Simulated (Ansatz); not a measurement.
# LiTaS3 (model cell, started as cubic perovskite with Ta in the octahedra): following an unstable mode, part 2 of 3

Wanted: the energy along a soft mode of LiTaS3 (model cell, started as cubic perovskite with Ta in the octahedra) and the structure at the end.

Ansatz 0.2.0; DFT PBEsol, scalar-relativistic, plane waves, PAW; PAW set soft_1.

So far, highest frequency on the path or at a solved wavevector (cm⁻¹): step 2 (phonons on a q mesh) 516. Also lowest frequency on the path (cm⁻¹): step 2 -177.

The structure was built from a prototype and need not be the compound's stable phase.

## (6) Relaxing from the distorted cell

Starting from the lowest point found, all atoms and the cell are let go, so that strain and other modes of the same symmetry can join in.

input.yaml

```yaml
crystal:
  lattice:
    - [4.7703316616, 0.0, 0.0]
    - [0.0, 4.7703316616, 0.0]
    - [0.0, 0.0, 4.7703316616]
  atoms:
    - { symbol: Li, position: [0.0, 0.0889380653, 0.0889380653] }
    - { symbol: Ta, position: [0.5, 0.4994409845, 0.4994409845] }
    - { symbol: S, position: [0.5, 0.4936996213, -0.0034964823] }
    - { symbol: S, position: [0.5, -0.0034964823, 0.4936996213] }
    - { symbol: S, position: [0.0, 0.4936996213, 0.4936996213] }
kpoints:
  mp_grid: { grid: [8, 8, 8] }
hamiltonian:
  xc: pbesol
  pseudopotentials: { kind: paw, azcp: { folder: soft_1 }, xc_functional: pbe }
scf:
  occupations: { method: methfessel_paxton, width: 0.2 }
output:
  forces: true
  stress: true
  eigenvalues: true
  write_density: true
  write_potential: true
  elf: true
  volumetric_format: npy
relax:
  adjacent_minimum: "off"
  f_tol: 0.002
  max_steps: 120
  cell: { stress_tol: 0.03 }
```

The run is started by

```bash
> ansatz run input.yaml --threads 8 --pin off --max-ram 16384MiB --backend cpu --events-out ev --progress --plain --runs-dir out
```

Numbers of over 12 decimals in the logs are rounded to 6 here.

The log of the run:

```text
[...]
Crystal: 5 atoms, lattice volume = 108.554 Å³
Basis set: ecut = 420 eV, 2103 PW (Γ), exchange–correlation on 64×64×64 points (8 copies of the dense FFT grid, shifted against one another)
Bands: 22, of which v1, the nominal top of the filled ones, is band 17 counted from 1 (16 counted from 0)
Symmetry: 4 space group operations
[...]
k-points: 105 of 512 (time reversal used)
[...]
SCF iter   1: F=—  HF=-12669.430221 eV  |F-HF|=—  |Δ(HF+E_count)|=         —  Δρ=3.04e-2  dr2=1.71e0  ethr=3.10e-3  ⟨swp⟩=6.1  Hψ=12298  notcnv=0
[...]
SCF iter   9: F=-12669.040134 eV  HF=-12669.040134 eV  |F-HF|=2.16e-8  |Δ(HF+E_count)|=   6.01e-7  S|Δr|=    0.00e0  Δρ=3.27e-6  dr2=1.64e-8  ethr=2.94e-10  ⟨swp⟩=15.7  Hψ=19398  notcnv=0
SCF 1 converged in 9 iterations: F = -12669.040134 eV  dr2 = 1.64e-8
[...]
relax step   1: F+E_penalty+E_count = -12669.04013432 eV  Δ(F+E_penalty+E_count) = +0.000e0 eV  max|allowed force component| = 2.295e-1 eV/Å  Δτ_max = 0.0000 Å  P = +0.292 GPa  Ω = 108.554 Å³  (9 SCF iters, dr2 threshold 1.00e-7 eV, accepted)
Crystal: 5 atoms, lattice volume = 109.674 Å³
Basis set: ecut = 420 eV, 2111 PW (Γ), exchange–correlation on 64×64×64 points (8 copies of the dense FFT grid, shifted against one another)
[...]
SCF iter   6: F=-12669.116665 eV  HF=-12669.116665 eV  |F-HF|=5.58e-8  |Δ(HF+E_count)|=   2.84e-6  S|Δr|=    0.00e0  Δρ=7.17e-6  dr2=8.06e-8  ethr=1.47e-9  ⟨swp⟩=14.0  Hψ=20212  notcnv=0
SCF 2 converged in 6 iterations: F = -12669.116665 eV  dr2 = 8.06e-8
relax step   2: F+E_penalty+E_count = -12669.11666523 eV  Δ(F+E_penalty+E_count) = -7.653e-2 eV  max|allowed force component| = 1.880e-1 eV/Å  Δτ_max = 0.1948 Å  P = -0.374 GPa  Ω = 109.674 Å³  energy of the carried Pulay correction = -1.382e-4 eV  (6 SCF iters, dr2 threshold 5.00e-7 eV, accepted)
Crystal: 5 atoms, lattice volume = 109.371 Å³
Basis set: ecut = 420 eV, 2115 PW (Γ), exchange–correlation on 64×64×64 points (8 copies of the dense FFT grid, shifted against one another)
[...]
SCF iter   6: F=-12669.153382 eV  HF=-12669.153381 eV  |F-HF|=8.25e-8  |Δ(HF+E_count)|=   3.47e-6  S|Δr|=    0.00e0  Δρ=8.82e-6  dr2=1.21e-7  ethr=1.47e-9  ⟨swp⟩=14.2  Hψ=20368  notcnv=0
SCF 3 converged in 6 iterations: F = -12669.153382 eV  dr2 = 1.21e-7
[...]
relax step   3: F+E_penalty+E_count = -12669.15338158 eV  Δ(F+E_penalty+E_count) = -3.672e-2 eV  max|allowed force component| = 2.350e-1 eV/Å  Δτ_max = 0.1924 Å  P = +0.320 GPa  Ω = 109.371 Å³  energy of the carried Pulay correction = -1.010e-4 eV  (6 SCF iters, dr2 threshold 5.00e-7 eV, accepted)
[... from here on, the SCF cycles and remarks between the steps are left out ...]
relax step   4: F+E_penalty+E_count = -12669.16226726 eV  Δ(F+E_penalty+E_count) = -8.886e-3 eV  max|allowed force component| = 3.336e-1 eV/Å  Δτ_max = 0.1059 Å  P = -0.268 GPa  Ω = 109.776 Å³  energy of the carried Pulay correction = -1.507e-4 eV  (6 SCF iters, dr2 threshold 5.00e-7 eV, accepted)
relax step   5: F+E_penalty+E_count = -12669.17472970 eV  Δ(F+E_penalty+E_count) = -1.246e-2 eV  max|allowed force component| = 5.824e-2 eV/Å  Δτ_max = 0.0537 Å  P = +0.011 GPa  Ω = 109.328 Å³  energy of the carried Pulay correction = -9.571e-5 eV  (5 SCF iters, dr2 threshold 5.00e-7 eV, accepted)
relax step   6: F+E_penalty+E_count = -12669.17597944 eV  Δ(F+E_penalty+E_count) = -1.250e-3 eV  max|allowed force component| = 6.174e-2 eV/Å  Δτ_max = 0.0130 Å  P = -0.042 GPa  Ω = 109.377 Å³  energy of the carried Pulay correction = -1.018e-4 eV  (6 SCF iters, dr2 threshold 2.12e-7 eV, accepted)
relax step   7: F+E_penalty+E_count = -12669.17919615 eV  Δ(F+E_penalty+E_count) = -3.217e-3 eV  max|allowed force component| = 4.164e-2 eV/Å  Δτ_max = 0.0603 Å  P = +0.008 GPa  Ω = 109.330 Å³  energy of the carried Pulay correction = -9.585e-5 eV  (7 SCF iters, dr2 threshold 2.38e-7 eV, accepted)
relax step   8: F+E_penalty+E_count = -12669.18230190 eV  Δ(F+E_penalty+E_count) = -3.106e-3 eV  max|allowed force component| = 5.298e-2 eV/Å  Δτ_max = 0.0423 Å  P = -0.058 GPa  Ω = 109.559 Å³  energy of the carried Pulay correction = -1.241e-4 eV  (7 SCF iters, dr2 threshold 1.73e-7 eV, accepted)
relax step   9: F+E_penalty+E_count = -12669.18876093 eV  Δ(F+E_penalty+E_count) = -6.459e-3 eV  max|allowed force component| = 1.232e-1 eV/Å  Δτ_max = 0.1095 Å  P = +0.295 GPa  Ω = 110.032 Å³  energy of the carried Pulay correction = -1.821e-4 eV  (8 SCF iters, dr2 threshold 1.75e-7 eV, accepted)
relax step  10: F+E_penalty+E_count = -12669.18265184 eV  Δ(F+E_penalty+E_count) = +6.109e-3 eV  max|allowed force component| = 2.795e-1 eV/Å  Δτ_max = 0.0629 Å  P = +0.574 GPa  Ω = 110.345 Å³  energy of the carried Pulay correction = -2.203e-4 eV  (7 SCF iters, dr2 threshold 5.00e-7 eV, rejected (line search))
relax step  11: F+E_penalty+E_count = -12669.19188558 eV  Δ(F+E_penalty+E_count) = -3.125e-3 eV  max|allowed force component| = 1.336e-1 eV/Å  Δτ_max = 0.0293 Å  P = -0.114 GPa  Ω = 110.410 Å³  energy of the carried Pulay correction = -2.282e-4 eV  (12 SCF iters, accepted)
relax step  12: F+E_penalty+E_count = -12669.19365983 eV  Δ(F+E_penalty+E_count) = -1.774e-3 eV  max|allowed force component| = 3.692e-2 eV/Å  Δτ_max = 0.0264 Å  P = -0.038 GPa  Ω = 110.932 Å³  energy of the carried Pulay correction = -2.917e-4 eV  (6 SCF iters, dr2 threshold 5.00e-7 eV, accepted)
relax step  13: F+E_penalty+E_count = -12669.19394913 eV  Δ(F+E_penalty+E_count) = -2.893e-4 eV  max|allowed force component| = 5.700e-3 eV/Å  Δτ_max = 0.0080 Å  P = +0.036 GPa  Ω = 110.663 Å³  energy of the carried Pulay correction = -2.591e-4 eV  (6 SCF iters, dr2 threshold 8.52e-8 eV, accepted)
relax step  14: F+E_penalty+E_count = -12669.19395610 eV  Δ(F+E_penalty+E_count) = -6.975e-6 eV  max|allowed force component| = 3.693e-3 eV/Å  Δτ_max = 0.0017 Å  P = -0.020 GPa  Ω = 110.744 Å³  energy of the carried Pulay correction = -2.689e-4 eV  (5 SCF iters, dr2 threshold 1.36e-8 eV, accepted)
relax step  15: F+E_penalty+E_count = -12669.19396331 eV  Δ(F+E_penalty+E_count) = -7.203e-6 eV  max|allowed force component| = 1.036e-3 eV/Å  Δτ_max = 0.0011 Å  P = +0.000 GPa  Ω = 110.719 Å³  energy of the carried Pulay correction = -2.659e-4 eV  (5 SCF iters, dr2 threshold 8.53e-10 eV, accepted)
Basis set: ecut = 420 eV, 2147 PW (Γ), exchange–correlation on 64×72×72 points (8 copies of the dense FFT grid, shifted against one another)
[...]
SCF iter   6: F=-12669.194271 eV  HF=-12669.194271 eV  |F-HF|=3.64e-12  |Δ(HF+E_count)|=  1.20e-10  S|Δr|=    0.00e0  Δρ=4.66e-8  dr2=5.17e-12  ethr=1.00e-12  ⟨swp⟩=6.2  Hψ=12816  notcnv=0
SCF 16 converged in 6 iterations: F = -12669.194271 eV  dr2 = 5.17e-12
relax step  16: F+E_penalty+E_count = -12669.19427092 eV  Δ(F+E_penalty+E_count) = -3.076e-4 eV  max|allowed force component| = 1.109e-3 eV/Å  Δτ_max = 0.0000 Å  P = +0.001 GPa  Ω = 110.719 Å³  stress off target by 4.71e-3 GPa  SCF on the basis re-selected at this cell (its energy is not comparable with the rows above)  (6 SCF iters)
basis re-selected at this cell: Δ(F+E_penalty+E_count) = -3.076e-4 eV, ΔP = +0.001 GPa vs the last step (what re-selecting the basis moved, of the pressure what is left beyond the Pulay correction that the steps carried, after the strain that the cell walked since its last selection, with what the two solves' SCF thresholds leave and, on support functions, any second-order correction that the steps lacked; it is no measure of the basis error at this ecutwfc). The dense FFT grid was sized anew with the basis: this SCF ran on 32×36×36 points, the steps before it on 32×32×32, so part of this shift can come from that change (see relax.cell in the input reference). [rest of the remark cut]
SCF converged after 6 iterations
[...]
Free energy (F): -12669.194271 eV
[...]
Internal energy: -12669.197586 eV  (E = F + TS)
E sigma→0 (E₀):  -12669.195100 eV
Entropy (-TS):   0.003315 eV (0.663 meV/atom)
Fermi energy:    5.748782 eV
[...]
--- Forces (eV/Å), atoms counted from 1 ---
  atom   1  Li     0.00000000     0.00011396     0.00011396
  atom   2  Ta     0.00000000     0.00074203     0.00074203
  atom   3  S      0.00000000     0.00003847    -0.00110885
  atom   4  S      0.00000000    -0.00110885     0.00003847
  atom   5  S      0.00000000     0.00021420     0.00021420
  max |Σ_I F_I| component: 1.92e-7 eV/Å
--- Stress (GPa, compression-positive) ---
       -0.003123       0.000000      -0.000000
        0.000000       0.003796       0.000911
       -0.000000       0.000911       0.003796
  P = ⅓ Tr σ = 0.0015 GPa (0.015 kbar)
--- Band table (eV; the first three rows and the last of 105) ---
  k-point 0: bands = [... 13 lower, 3.9827, 4.2681, 4.4792, 4.8115, 5.4975, 6.0503, 7.0712, 7.9006, ... 1 higher]
  k-point 1: bands = [... 13 lower, 3.9195, 4.0254, 4.4121, 4.6940, 5.7267, 6.2463, 7.1679, 8.0268, ... 1 higher]
  k-point 2: bands = [... 13 lower, 3.5560, 3.8726, 4.1035, 4.6520, 6.0934, 6.9118, 7.4999, 8.0974, ... 1 higher]
  k-point 104: bands = [... 13 lower, 1.1610, 5.4671, 5.6954, 5.8310, 7.7150, 8.3160, 8.3640, 9.1264, ... 1 higher]
--- Relaxed structure (15 steps of the walk, 14 accepted, 1 SCFs on fresh bases) ---
  F+E_penalty+E_count = -12669.19427092 eV   max|allowed force component| = 1.109e-3 eV/Å   (the final SCF, on the basis selected at the relaxed cell)
  cell:  # Å, volume = 110.7190 Å³
    - [4.677213, 0, 0]
    - [0, 4.865944, 0.073572]
    - [0, 0.073572, 4.865944]
  atoms:
    - { symbol: Li, position: [0, 0.158274, 0.158274] }
    - { symbol: Ta, position: [0.5, 0.443239, 0.443239] }
    - { symbol: S, position: [0.5, 0.474395, -0.022237] }
    - { symbol: S, position: [0.5, -0.022237, 0.474395] }
    - { symbol: S, position: [0, 0.518610, 0.518610] }
```

Wall time 53 s (8 threads of Arm Neoverse V2, shared host); peak memory 0.63 GiB; 6.7 min of CPU time.

Relaxation path:

```tsv
step	energy less that of the first step (eV)	largest force component (eV/Å)	pressure (GPa)	volume (Å³)
1	0.0000	0.2295	0.29	108.55
2	-0.0765	0.1880	-0.37	109.67
3	-0.1132	0.2350	0.32	109.37
4	-0.1221	0.3336	-0.27	109.78
5	-0.1346	0.0582	0.01	109.33
6	-0.1358	0.0617	-0.04	109.38
7	-0.1391	0.0416	0.01	109.33
8	-0.1422	0.0530	-0.06	109.56
9	-0.1486	0.1232	0.29	110.03
10	-0.1425	0.2795	0.57	110.34
11	-0.1518	0.1336	-0.11	110.41
12	-0.1535	0.0369	-0.04	110.93
13	-0.1538	0.0057	0.04	110.66
14	-0.1538	0.0037	-0.02	110.74
15	-0.1538	0.0010	0.00	110.72
16*	-0.1541	0.0011	0.00	110.72
```

Relaxation steps marked * repeat the geometry before them on a plane-wave basis chosen anew for their cell, so energy and pressure can jump there. Relaxation step 10 was tried and not accepted.

The run keeps the 4 symmetry operations that it works with, so distortions that break them were not tested.

```tsv
conventional cell, symmetrised	before	after	change
a (Å)	4.770	4.677	-2.0 %
b (Å)	6.746	6.777	+0.5 %
c (Å)	6.746	6.986	+3.5 %
volume (Å³/atom)	21.71	22.14	+2.0 %
```

The atoms that moved most (Å, as changes of fractional coordinates times the final cell):

```tsv
atom	dx	dy	dz	length
Li1	0.000	0.342	0.342	0.484
Ta2	0.000	-0.278	-0.278	0.393
S5	0.000	0.123	0.123	0.174
S4	0.000	-0.093	-0.095	0.133
S3	0.000	-0.095	-0.093	0.133
```

The relaxed structure:

```xyz
5
Lattice="4.6772 0.0000 0.0000 0.0000 4.8659 0.0736 0.0000 0.0736 4.8659" Properties=species:S:1:pos:R:3 pbc="T T T"
Li    0.0000    0.7818    0.7818
Ta    2.3386    2.1894    2.1894
S     2.3386    2.3067   -0.0733
S     2.3386   -0.0733    2.3067
S     0.0000    2.5617    2.5617
```

Numbers from this step:

```
pressure        : 0.001490 GPa
volume per atom : 22.14 Å³
```

Electrostatic potential energy in the bc plane at fractional x = 0.500, with atoms of Ta and S within 0.2 Å of it. With pseudopotentials it is smooth inside the atoms' cores, unlike the true potential.

Ten even steps from '0' (-53 eV) to '9' (11 eV), each cell a mean:
```
99997233379999
99998533589999
99999867899999
99999888999999
78998777899987
35886334689853
33773001478733
33663000378633
25774000378852
78886433689987
99998767899999
99998767899999
99998533589999
99997233379999
```
Columns run along b (4.9 Å; values clipped at the 3rd and 97th percentile), rows up along c (4.9 Å). Atoms in or near the plane, at fractional coordinates: Ta at (0.44, 0.44), S at (0.47, 0.98), S at (0.98, 0.47).

Valence density in the bc plane at fractional x = 0.500, with atoms of Ta and S within 0.2 Å of it. It is the smooth field of the valence electrons, not physical close to the nuclei.

Ten steps, logarithmic in the rise over the least value, from '0' (0.0 e/Å³) to '9' (4.5 e/Å³), each cell a mean:
```
00136655653100
00135666653100
11124566542111
33223454432233
55433555333455
66556888534566
57668999854665
57668999855665
66658999854566
65445888633456
43334566532233
22234666542111
01235677653100
00246655653100
```
Columns run along b (4.9 Å), rows up along c (4.9 Å). Atoms in or near the plane, at fractional coordinates: Ta at (0.44, 0.44), S at (0.47, 0.98), S at (0.98, 0.47).

ELF in the bc plane at fractional x = 0.500, with atoms of Ta and S within 0.2 Å of it. It is the smooth field of the valence electrons, not physical close to the nuclei.

Values, 14 rows by 14 columns, each cell a mean:
```
0.01 0.05 0.31 0.70 0.84 0.58 0.10 0.15 0.69 0.88 0.73 0.33 0.05 0.01
0.05 0.05 0.18 0.55 0.82 0.82 0.64 0.66 0.84 0.83 0.55 0.16 0.04 0.05
0.32 0.17 0.12 0.29 0.63 0.81 0.85 0.85 0.82 0.64 0.26 0.09 0.16 0.33
0.72 0.55 0.30 0.18 0.28 0.44 0.54 0.57 0.52 0.30 0.14 0.26 0.55 0.73
0.87 0.82 0.62 0.28 0.13 0.20 0.26 0.21 0.15 0.14 0.30 0.64 0.83 0.88
0.70 0.82 0.74 0.35 0.31 0.65 0.72 0.61 0.29 0.15 0.52 0.82 0.84 0.69
0.16 0.63 0.73 0.37 0.56 0.67 0.53 0.69 0.61 0.21 0.57 0.85 0.66 0.15
0.09 0.58 0.71 0.37 0.63 0.49 0.13 0.53 0.72 0.26 0.54 0.85 0.64 0.10
0.56 0.77 0.70 0.32 0.54 0.68 0.49 0.67 0.65 0.20 0.44 0.81 0.82 0.58
0.83 0.80 0.60 0.25 0.25 0.54 0.63 0.56 0.31 0.13 0.28 0.63 0.82 0.84
0.69 0.55 0.34 0.22 0.25 0.32 0.37 0.37 0.35 0.28 0.18 0.29 0.55 0.70
0.31 0.19 0.16 0.34 0.60 0.70 0.71 0.73 0.74 0.62 0.30 0.12 0.18 0.31
0.05 0.06 0.19 0.55 0.80 0.77 0.58 0.63 0.82 0.82 0.55 0.17 0.05 0.05
0.01 0.05 0.31 0.69 0.83 0.56 0.09 0.16 0.70 0.87 0.72 0.32 0.05 0.01
```
Columns run along b (4.9 Å), rows up along c (4.9 Å). Atoms in or near the plane, at fractional coordinates: Ta at (0.44, 0.44), S at (0.47, 0.98), S at (0.98, 0.47).

The distorted start has space group Amm2; the relaxation ends in Amm2.

## (7) The new phase in its own primitive cell

The relaxed structure is symmetrised, reduced to its primitive cell and relaxed tightly, as its phonons need.

input.yaml, the sections that differ from step 6:

```yaml
crystal:
  lattice:
    - [4.6772127656, 0.0, 0.0]
    - [0.0, 3.3887191982, 3.4927653547]
    - [0.0, -3.3887191982, 3.4927653547]
  atoms:
    - { symbol: Li, position: [0.0, 0.1582741479, 0.1582741479] }
    - { symbol: Ta, position: [0.5, 0.4432391842, 0.4432391842] }
    - { symbol: S, position: [0.5, 0.4743954252, 0.9777625533] }
    - { symbol: S, position: [0.5, 0.9777625533, 0.4743954252] }
    - { symbol: S, position: [0.0, 0.5186104995, 0.5186104995] }
output:
  forces: true
  stress: true
  eigenvalues: true
relax:
  adjacent_minimum: "off"
  f_tol: 0.001
  max_steps: 60
  cell: { stress_tol: 0.01 }
# kpoints, hamiltonian, scf: as in step 6
```

The log of the run:

```text
[...]
Crystal: 5 atoms, lattice volume = 110.719 Å³
Basis set: ecut = 420 eV, 2147 PW (Γ), exchange–correlation on 64×72×72 points (8 copies of the dense FFT grid, shifted against one another)
Bands: 22, of which v1, the nominal top of the filled ones, is band 17 counted from 1 (16 counted from 0)
Symmetry: 4 space group operations
[...]
k-points: 105 of 512 (time reversal used)
[...]
cell:  # Å, volume = 110.7182 Å³
    - [4.677043, 0.0, 0.0]
    - [0.0, 3.388652, 3.492935]
    - [0.0, -3.388652, 3.492935]
  atoms:
    - { symbol: Li, position: [0.0, 0.158307, 0.158307] }
    - { symbol: Ta, position: [0.5, 0.443224, 0.443224] }
    - { symbol: S, position: [0.5, 0.474389, 0.977737] }
    - { symbol: S, position: [0.5, 0.977737, 0.474389] }
    - { symbol: S, position: [0.0, 0.518625, 0.518625] }
[key lines of the parts left out:]
SCF converged after 7 iterations
Free energy (F): -12669.194271 eV
Fermi energy:    5.748764 eV
P = ⅓ Tr σ = -0.0001 GPa (-0.001 kbar)
```

Elapsed: 11 s, on 8 threads; peak memory 0.61 GiB; 79 s of CPU time.

Little changed from the start: no atom moved by 0.005 Å and no cell edge by 0.1 %.

Numbers from this step:

- pressure: -8.09e-5 GPa

The largest force component left is 0.56 meV/Å and the pressure is 0.000 GPa, within the tolerances set. The cell now holds 22.14 Å³/atom.

(Continued in part 3 of 3.)

[Logs are printed without paths, hosts, clocks, repeated set-up lines and the standing remarks that a program may print on its own settings, such as how far it seeks lower states.]

[Hosts, paths, dates, database ids (printed as entryN), source tags and the programs' standing remarks are cut or masked in the printed files.]
